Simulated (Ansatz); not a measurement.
# Br on Ag(100): change of the work function, part 2 of 3

How does Br on the hollow site change the work function of Ag(100) as the layer fills?

Ansatz 0.2.0; plane-wave DFT, PBE, Ansatz PAW.

So far, work function, upper face (eV): step 2 (the clean slab) 4.24.

**3. Adsorbate added, k-mesh 6×6×1, coverage 0.25 ML**

System of this step: Br/Ag(100). The cell holds 17 atoms: 16 Ag and 1 Br. Its edges and angles: a = 5.784 Å, b = 5.784 Å, c = 26.036 Å, α = 90.0°, β = 90.0°, γ = 90.0°. Vacuum lies along c.

The clean slab as it ended is repeated in the plane and the adsorbate is set on one face; the cell's size fixes the coverage, and the k-mesh shrinks with it to keep the sampling density about even. Adsorbate and upper layers relax, since the dipole depends on the height.

input.yaml reads:

```yaml
crystal:
  lattice:
    - [5.7841334702, 0.0, 0.0]
    - [0.0, 5.7841334702, 0.0]
    - [0.0, 0.0, 26.0357444796]
  atoms:
    - { symbol: Ag, position: [0.25, 0.25, 0.3456786115] }
    - { symbol: Ag, position: [0.0, 0.0, 0.4242244737] }
    - { symbol: Ag, position: [0.25, 0.25, 0.5051898316] }
    - { symbol: Ag, position: [0.0, 0.0, 0.5848860313] }
    - { symbol: Ag, position: [0.25, 0.75, 0.3456786115] }
    - { symbol: Ag, position: [0.0, 0.5, 0.4242244737] }
    - { symbol: Ag, position: [0.25, 0.75, 0.5051898316] }
    - { symbol: Ag, position: [0.0, 0.5, 0.5848860313] }
    - { symbol: Ag, position: [0.75, 0.25, 0.3456786115] }
    - { symbol: Ag, position: [0.5, 0.0, 0.4242244737] }
    - { symbol: Ag, position: [0.75, 0.25, 0.5051898316] }
    - { symbol: Ag, position: [0.5, 0.0, 0.5848860313] }
    - { symbol: Ag, position: [0.75, 0.75, 0.3456786115] }
    - { symbol: Ag, position: [0.5, 0.5, 0.4242244737] }
    - { symbol: Ag, position: [0.75, 0.75, 0.5051898316] }
    - { symbol: Ag, position: [0.5, 0.5, 0.5848860313] }
    - { symbol: Br, position: [0.25, 0.25, 0.6543213885] }
kpoints:
  mp_grid: { grid: [6, 6, 1] }
hamiltonian:
  xc: pbe
scf:
  occupations: { method: fermi_dirac, width: 0.1 }
  convergence: { dr2_threshold: 1.0e-08 }
efield:
  axis: 3
  dipole_correction: true
  ramp_position: 0.97
  ramp_width: 0.06
relax:
  f_tol: 0.02
  max_steps: 60
  constraints: [{ sites: [0, 1, 4, 5, 8, 9, 12, 13] }]
output:
  dos: { projected: true, e_range: [-8, 4] }
  write_potential: true
  write_density: true
  volumetric_format: npy
  elf: true
```

Started as:

```sh
> ansatz run input.yaml --threads 4 --pin off --max-ram 6144MiB --backend cpu --events-out ev --progress --plain --runs-dir out
```

Numbers of over 12 decimals in the logs are rounded to 6 here.

The log of the run:

```text
[...]
Crystal: 17 atoms, lattice volume = 871.057 Å³
Basis set: ecut = 420 eV, 17083 PW (Γ), exchange–correlation on 80×80×360 points (8 copies of the dense FFT grid, shifted against one another)
Bands: 187, of which v1, the nominal top of the filled ones, is band 156 counted from 1 (155 counted from 0)
Symmetry: 8 space group operations
[...]
k-points: 10 of 36
[...]
SCF iter   1: F=—  HF=-124229.942546 eV  |F-HF|=—  |Δ(HF+E_count)|=         —  Δρ=1.34e-3  dr2=2.18e-1  ethr=1.77e-3  p=-0.122 e·Å  D=-2.53e-2 V/Å  ΔV_dip=0.66 eV  dr2_dipole=9.31e-2  V_vac-E_F(+/−)=4.79/4.13 eV  ⟨swp⟩=6.8  Hψ=7616  notcnv=0  defer=117
[...]
SCF iter   9: F=-124229.952658 eV  HF=-124229.952658 eV  |F-HF|=1.85e-8  |Δ(HF+E_count)|=   2.77e-8  Δρ=4.87e-7  dr2=1.84e-9  ethr=3.22e-12  p=-0.081 e·Å  D=-1.68e-2 V/Å  ΔV_dip=0.44 eV  dr2_dipole=8.32e-12  V_vac-E_F(+/−)=4.66/4.23 eV  ⟨swp⟩=18.1  Hψ=14798  notcnv=0
SCF 1 converged in 9 iterations: F = -124229.952658 eV  dr2 = 1.84e-9
[...]
relax step   1: F+E_penalty+E_count = -124229.95265812 eV  Δ(F+E_penalty+E_count) = +0.000e0 eV  max|allowed force component| = 9.753e-1 eV/Å  Δτ_max = 0.0000 Å  (9 SCF iters, accepted)
[...]
SCF iter   8: F=-124230.043438 eV  HF=-124230.043438 eV  |F-HF|=4.01e-8  |Δ(HF+E_count)|=   1.13e-7  Δρ=9.63e-7  dr2=8.99e-9  ethr=3.22e-12  p=-0.159 e·Å  D=-3.30e-2 V/Å  ΔV_dip=0.86 eV  dr2_dipole=1.28e-10  V_vac-E_F(+/−)=5.08/4.22 eV  ⟨swp⟩=14.0  Hψ=15157  notcnv=0
SCF 2 converged in 8 iterations: F = -124230.043438 eV  dr2 = 8.99e-9
relax step   2: F+E_penalty+E_count = -124230.04343833 eV  Δ(F+E_penalty+E_count) = -9.078e-2 eV  max|allowed force component| = 2.345e-1 eV/Å  Δτ_max = 0.1975 Å  (8 SCF iters, accepted)
SCF iter   1: F=—  HF=-124230.069179 eV  |F-HF|=—  |Δ(HF+E_count)|=         —  Δρ=5.82e-4  dr2=8.81e-3  ethr=7.17e-5  p=-0.159 e·Å  D=-3.30e-2 V/Å  ΔV_dip=0.86 eV  dr2_dipole=2.91e-3  V_vac-E_F(+/−)=5.07/4.21 eV  ⟨swp⟩=3.0  Hψ=3416  notcnv=0  defer=186
[...]
SCF iter   8: F=-124230.067170 eV  HF=-124230.067170 eV  |F-HF|=3.57e-9  |Δ(HF+E_count)|=   3.27e-8  Δρ=3.68e-7  dr2=1.26e-9  ethr=3.22e-12  p=-0.148 e·Å  D=-3.06e-2 V/Å  ΔV_dip=0.80 eV  dr2_dipole=1.23e-12  V_vac-E_F(+/−)=5.01/4.22 eV  ⟨swp⟩=14.4  Hψ=12660  notcnv=0
SCF 3 converged in 8 iterations: F = -124230.067170 eV  dr2 = 1.26e-9
relax step   3: F+E_penalty+E_count = -124230.06716985 eV  Δ(F+E_penalty+E_count) = -2.373e-2 eV  max|allowed force component| = 3.513e-2 eV/Å  Δτ_max = 0.0366 Å  (8 SCF iters, accepted)
SCF iter   1: F=—  HF=-124230.068094 eV  |F-HF|=—  |Δ(HF+E_count)|=         —  Δρ=7.55e-5  dr2=6.48e-5  ethr=6.87e-7  p=-0.148 e·Å  D=-3.06e-2 V/Å  ΔV_dip=0.80 eV  dr2_dipole=1.14e-5  V_vac-E_F(+/−)=5.01/4.22 eV  ⟨swp⟩=3.0  Hψ=3561  notcnv=0  defer=87
[...]
SCF iter   6: F=-124230.067666 eV  HF=-124230.067666 eV  |F-HF|=5.82e-11  |Δ(HF+E_count)|=   8.98e-9  Δρ=7.19e-7  dr2=5.81e-9  ethr=3.22e-12  p=-0.147 e·Å  D=-3.05e-2 V/Å  ΔV_dip=0.80 eV  dr2_dipole=2.02e-11  V_vac-E_F(+/−)=5.01/4.22 eV  ⟨swp⟩=10.6  Hψ=13709  notcnv=0
SCF 4 converged in 6 iterations: F = -124230.067666 eV  dr2 = 5.81e-9
relax step   4: F+E_penalty+E_count = -124230.06766570 eV  Δ(F+E_penalty+E_count) = -4.959e-4 eV  max|allowed force component| = 1.655e-3 eV/Å  Δτ_max = 0.0048 Å  (6 SCF iters, accepted)
NSCF: frozen V_eff on 10 k-points
[...]
SCF converged after 6 iterations
Free energy (F): -124230.067666 eV
[...]
Internal energy: -124229.905921 eV  (E = F + TS)
E sigma→0 (E₀):  -124229.986793 eV
Entropy (-TS):   -0.161745 eV (-9.514 meV/atom)
Fermi energy:    2.599515 eV
Dipole field:    D = -0.030539 V/Å  (p = -0.147007 e·Å, saw-weighted, corrected)
Work function:   Φ+ = 5.0104 eV   Φ− = 4.2153 eV
[...]
--- Forces (eV/Å), atoms counted from 1 ---
  atom   1  Ag    -0.00000000     0.00000000    -0.05583547
  atom   2  Ag    -0.04763015    -0.04763015     0.07866964
  atom   3  Ag     0.00000000     0.00000000    -0.00014239
  atom   4  Ag     0.00112408     0.00112408     0.00004174
  atom   5  Ag    -0.00000000     0.00000000    -0.08297638
  atom   6  Ag    -0.04763015     0.04763015     0.07866964
  atom   7  Ag     0.00000000     0.00000000     0.00131549
  atom   8  Ag     0.00112408    -0.00112408     0.00004174
  atom   9  Ag    -0.00000000     0.00000000    -0.08297638
  atom  10  Ag     0.04763015    -0.04763015     0.07866964
  atom  11  Ag     0.00000000     0.00000000     0.00131549
  atom  12  Ag    -0.00112408     0.00112408     0.00004174
  atom  13  Ag     0.00000000     0.00000000    -0.09462653
  atom  14  Ag     0.04763015     0.04763015     0.07866964
  atom  15  Ag     0.00000000     0.00000000     0.00072080
  atom  16  Ag    -0.00112408    -0.00112408     0.00004174
  atom  17  Br    -0.00000000     0.00000000    -0.00165488
  max |Σ_I F_I| component: 1.47e-5 eV/Å
--- Band table (eV; the first three rows and the last of 10) ---
  k-point 0: bands = [... 152 lower, 2.2116, 2.2202, 2.2202, 2.4836, 2.7425, 2.7557, 2.7557, 3.5706, ... 27 higher]
  k-point 1: bands = [... 152 lower, 1.5224, 2.3847, 2.3958, 2.7458, 3.0147, 3.1288, 3.6650, 4.1172, ... 27 higher]
  k-point 2: bands = [... 152 lower, 1.3194, 2.6016, 2.8245, 2.8284, 3.3597, 3.6960, 4.0511, 4.0760, ... 27 higher]
  k-point 9: bands = [... 152 lower, 0.8692, 1.2540, 1.2540, 1.5986, 2.7516, 3.1288, 3.1288, 3.5128, ... 27 higher]
--- Relaxed structure (4 steps of the walk, 4 accepted, 0 SCFs on fresh bases) ---
  F+E_penalty+E_count = -124230.06766570 eV   max|allowed force component| = 1.655e-3 eV/Å
  atoms:
    - { symbol: Ag, position: [0.25, 0.25, 0.345679] }
    - { symbol: Ag, position: [0.0, 0.0, 0.4242244737] }
    - { symbol: Ag, position: [0.25, 0.25, 0.504292] }
    - { symbol: Ag, position: [-0.00255653, -0.00255653, 0.585835] }
    - { symbol: Ag, position: [0.25, 0.75, 0.345679] }
    - { symbol: Ag, position: [0.0, 0.5, 0.4242244737] }
    - { symbol: Ag, position: [0.25, 0.75, 0.505443] }
    - { symbol: Ag, position: [-0.00255653, 0.502557, 0.585835] }
    - { symbol: Ag, position: [0.75, 0.25, 0.345679] }
    - { symbol: Ag, position: [0.5, 0.0, 0.4242244737] }
    - { symbol: Ag, position: [0.75, 0.25, 0.505443] }
    - { symbol: Ag, position: [0.502557, -0.00255653, 0.585835] }
    - { symbol: Ag, position: [0.75, 0.75, 0.345679] }
    - { symbol: Ag, position: [0.5, 0.5, 0.4242244737] }
    - { symbol: Ag, position: [0.75, 0.75, 0.507640] }
    - { symbol: Ag, position: [0.502557, 0.502557, 0.585835] }
    - { symbol: Br, position: [0.25, 0.25, 0.661992] }
```

The job ended after 2.5 min (4 threads of Arm Neoverse V2, shared host; peak memory 3.9 GiB).

This run has no spin polarisation although its electron count is odd.

The steps of the relaxation:

```tsv
step	energy less that of the first step (eV)	largest force component (eV/Å)
1	0.0000	0.9753
2	-0.0908	0.2345
3	-0.1145	0.0351
4	-0.1150	0.0017
```

Forces are held to the 8 operations that the run works with; a distortion that breaks them can't arise in this run.

The atoms that moved most (Å):

```tsv
atom	dx	dy	dz	length
Br17	0.000	0.000	0.200	0.200
Ag15	0.000	0.000	0.064	0.064
Ag16	0.015	0.015	0.025	0.032
Ag12	0.015	-0.015	0.025	0.032
Ag8	-0.015	0.015	0.025	0.032
Ag4	-0.015	-0.015	0.025	0.032
Ag3	0.000	0.000	-0.023	0.023
Ag11	0.000	0.000	0.007	0.007
```

The relaxed structure:

```cif
data_structure
_symmetry_space_group_name_H-M 'P 1'
_symmetry_Int_Tables_number 1
_cell_length_a 5.7841
_cell_length_b 5.7841
_cell_length_c 26.0357
_cell_angle_alpha 90.000
_cell_angle_beta 90.000
_cell_angle_gamma 90.000
_cell_volume 871.06
loop_
_atom_site_label
_atom_site_type_symbol
_atom_site_fract_x
_atom_site_fract_y
_atom_site_fract_z
_atom_site_occupancy
Ag1 Ag 0.25000 0.25000 0.34568 1
Ag2 Ag 0.00000 0.00000 0.42422 1
Ag3 Ag 0.25000 0.25000 0.50429 1
Ag4 Ag 0.99744 0.99744 0.58583 1
Ag5 Ag 0.25000 0.75000 0.34568 1
Ag6 Ag 0.00000 0.50000 0.42422 1
Ag7 Ag 0.25000 0.75000 0.50544 1
Ag8 Ag 0.99744 0.50256 0.58583 1
Ag9 Ag 0.75000 0.25000 0.34568 1
Ag10 Ag 0.50000 0.00000 0.42422 1
Ag11 Ag 0.75000 0.25000 0.50544 1
Ag12 Ag 0.50256 0.99744 0.58583 1
Ag13 Ag 0.75000 0.75000 0.34568 1
Ag14 Ag 0.50000 0.50000 0.42422 1
Ag15 Ag 0.75000 0.75000 0.50764 1
Ag16 Ag 0.50256 0.50256 0.58583 1
Br17 Br 0.25000 0.25000 0.66199 1
```

This step gave:

| Item | Value |
| --- | --- |
| energy at zero smearing | -124229.9868 eV |
| work function, upper face | 5.010 eV |
| work function, lower face | 4.215 eV |
| dipole along the normal | -0.1470 e·Å |
| step between the vacuum levels | 0.7951 eV |

Running mean over 2.045 Å of the planar mean; the ramp of the sawtooth is left out. Electron's electrostatic potential energy less the Fermi level against z:

```tsv
z (Å)	electron's electrostatic potential energy less the Fermi level (eV)
3.5	4.22
4.0	4.21
4.5	4.21
5.0	4.21
5.5	4.20
6.0	4.17
6.5	4.05
7.0	3.61
7.5	1.94
8.0	-1.26
8.5	-4.30
9.0	-5.67
9.5	-5.92
10.0	-5.98
10.5	-6.01
11.0	-5.97
11.5	-5.73
12.0	-5.49
12.5	-5.56
13.0	-5.81
13.5	-5.79
14.0	-5.66
14.5	-5.68
15.0	-5.79
15.5	-5.44
16.0	-3.91
16.5	-1.58
17.0	0.459
17.5	1.53
18.0	2.59
18.5	3.91
19.0	4.75
19.5	4.95
20.0	5.00
20.5	5.01
21.0	5.01
21.5	5.01
22.0	5.01
22.5	5.01
```

The density of states has structure finer than the step of the table below, so its rows give means over 0.25 eV, whole bins alone (the curve runs from -8 to 1.98 eV). Peaks (eV: height): -5.170: 73.2, -4.690: 97.4, -4.540: 78.0, -4.360: 98.7, -3.850: 74.1, -3.250: 74.4, -2.950: 86.5.

Table of density of states by energy, zero at the Fermi level; means over each step:

energy (eV), density of states (states/eV a cell) and a bar:
```
    -7.25        0.0 
    -7.00        1.1 #
    -6.75        1.4 #
    -6.50        1.7 #
    -6.25        2.1 #
    -6.00       19.1 #########
    -5.75       44.7 #####################
    -5.50       47.4 ######################
    -5.25       50.7 ########################
    -5.00       38.4 ##################
    -4.75       45.8 ######################
    -4.50       59.2 ############################
    -4.25       53.8 #########################
    -4.00       56.2 ##########################
    -3.75       54.1 #########################
    -3.50       59.8 ############################
    -3.25       63.7 ##############################
    -3.00       56.0 ##########################
    -2.75       16.9 ########
    -2.50        9.4 ####
    -2.25        7.0 ###
    -2.00        6.7 ###
    -1.75        3.8 ##
    -1.50        3.7 ##
    -1.25        4.5 ##
    -1.00        4.3 ##
    -0.75        3.2 ##
    -0.50        4.7 ##
    -0.25        4.8 ##
     0.00        4.2 ##
     0.25        5.9 ###
     0.50        5.1 ##
     0.75        4.9 ##
     1.00        4.8 ##
     1.25        3.5 ##
     1.50        5.8 ###
     1.75        5.6 ###
```

Projected DOS per atom over height of the atomic layer and energy from the Fermi level. Layers: Ag4 Ag4 Ag4 Ag4 Br from below.

Ten even steps from '0' (0.00 states/eV) to '9' (4.33 states/eV), each cell a mean:
```
00000
00000
00000
00000
00000
00000
00000
00000
00002
00016
33333
98781
96782
95692
67773
66661
58751
15410
00000
00000
00000
00000
```
Columns: height of the atomic layer (Å) from 9 to 17.2; rows upwards: energy from the Fermi level (eV) from -7.96 to 1.95.

Electrostatic potential energy in the ca plane at fractional y = 0.250, with atoms of Ag and Br within 0.2 Å of it. With pseudopotentials it is smooth inside the atoms' cores, unlike the true potential.

Values in eV, 8 rows by 16 columns, each cell a mean:
```
 -4  -3   4   4  -2  -6   4   4   6   7   7   7   7   7   7   7
-27 -24   4   5 -21 -30   2   6   6   7   7   7   7   7   7   7
-23 -20   4   5 -17 -26   3   5   6   7   7   7   7   7   7   7
  1   1   4   4   2   0   4   3   6   7   7   7   7   7   7   7
 -4  -3   4   4  -2  -5   4   4   0  -6   6   7   7   7   7   7
-28 -24   4   5 -22 -30   2   5 -21 -38   1   7   7   7   7   7
-23 -20   4   5 -18 -25   3   5 -16 -33   3   7   7   7   7   7
  1   1   4   4   1   0   4   3   3   1   7   7   7   7   7   7
```
Columns run along c (16.0 Å, from fractional 0.32 to 0.93 of the cell; values clipped at the 3rd and 97th percentile), rows up along a (5.8 Å). Atoms in or near the plane, at fractional coordinates: Ag at (0.35, 0.25), Ag at (0.50, 0.25), Ag at (0.35, 0.75), Ag at (0.51, 0.75), Br at (0.66, 0.25).

Valence density in the ca plane at fractional y = 0.250, with atoms of Ag and Br within 0.2 Å of it. It is the smooth field of the valence electrons, not physical close to the nuclei.

Ten steps, logarithmic in the rise over the least value, from '0' (0 e/Å³) to '9' (18 e/Å³), each cell a mean:
```
11221111111112211111110000000000000000000000
24553111111235542111100000000000000000000000
47985211011368874110000000000000000000000000
58996310011379984210000000000000000000000000
47885211011368874110000000000000000000000000
24553111111235542111100000000000000000000000
12221111111112211111110000000000000000000000
11111111111111111111111111100000000000000000
13432111111123321111111233221000000000000000
36774211111257753110112344431000000000000000
58996210011479974100012432332000000000000000
58996210011479974100012432332000000000000000
36774211111257752110112344431000000000000000
13332111111123321111111233210000000000000000
11111111111111111111111111100000000000000000
```
Columns run along c (16.0 Å, from fractional 0.32 to 0.93 of the cell), rows up along a (5.8 Å). Atoms in or near the plane, at fractional coordinates: Ag at (0.35, 0.25), Ag at (0.50, 0.25), Ag at (0.35, 0.75), Ag at (0.51, 0.75), Br at (0.66, 0.25).

ELF in the ca plane at fractional y = 0.250, with atoms of Ag and Br within 0.2 Å of it. It is the smooth field of the valence electrons, not physical close to the nuclei.

Values, 8 rows by 16 columns, each cell a mean:
```
0.25 0.24 0.17 0.17 0.22 0.26 0.17 0.14 0.10 0.20 0.12 0.02 0.00 0.00 0.00 0.00
0.56 0.51 0.17 0.16 0.46 0.60 0.19 0.14 0.05 0.01 0.00 0.00 0.00 0.00 0.00 0.00
0.49 0.45 0.16 0.16 0.40 0.52 0.19 0.14 0.06 0.02 0.01 0.00 0.00 0.00 0.00 0.00
0.20 0.20 0.17 0.17 0.19 0.20 0.17 0.14 0.16 0.36 0.21 0.03 0.00 0.00 0.00 0.00
0.25 0.24 0.17 0.17 0.23 0.25 0.16 0.14 0.57 0.82 0.57 0.11 0.01 0.00 0.00 0.00
0.57 0.52 0.17 0.16 0.48 0.59 0.17 0.18 0.64 0.39 0.75 0.19 0.01 0.00 0.00 0.00
0.49 0.44 0.17 0.16 0.41 0.51 0.16 0.16 0.68 0.57 0.73 0.18 0.01 0.00 0.00 0.00
0.20 0.20 0.17 0.17 0.20 0.20 0.16 0.13 0.45 0.75 0.48 0.09 0.01 0.00 0.00 0.00
```
Columns run along c (16.0 Å, from fractional 0.32 to 0.93 of the cell), rows up along a (5.8 Å). Atoms in or near the plane, at fractional coordinates: Ag at (0.35, 0.25), Ag at (0.50, 0.25), Ag at (0.35, 0.75), Ag at (0.51, 0.75), Br at (0.66, 0.25).

The relaxation took 4 steps and lowered the energy by 0.12 eV; the largest force on the free atoms ends at 0.0017 eV/Å.

By hand: a sheet of dipoles makes a step −p/(ε₀A) in the electron's potential. With e/ε₀ = 180.95 V·Å, p = -0.1470 e·Å and A = 33.46 Å², that is −180.95 × (-0.1470) / 33.46 = +0.795 eV, and the two vacuum levels of the run differ by +0.795 eV.

The covered face has 5.01 eV, +0.77 eV against the clean one; the bare back face has moved by -0.02 eV, a measure of how thin the slab is.

[end of part 2 of 3]

[Logs are printed without paths, hosts, clocks, repeated set-up lines and the standing remarks that a program may print on its own settings, such as how far it seeks lower states.]

[Hosts, paths, dates, database ids (printed as entryN), source tags and the programs' standing remarks are cut or masked in the printed files.]

[Maps of the electrostatic potential energy from Ansatz leave out the sawtooth potential of an applied field or a dipole correction, so their vacuum need not be flat; planar profiles and work functions include it.]

[The density of states shown here was stored with 400 of the rows of the run's finer table, so its peaks can read low, often by over a quarter, or be missed, and its means over a window can be off by a tenth or more.]
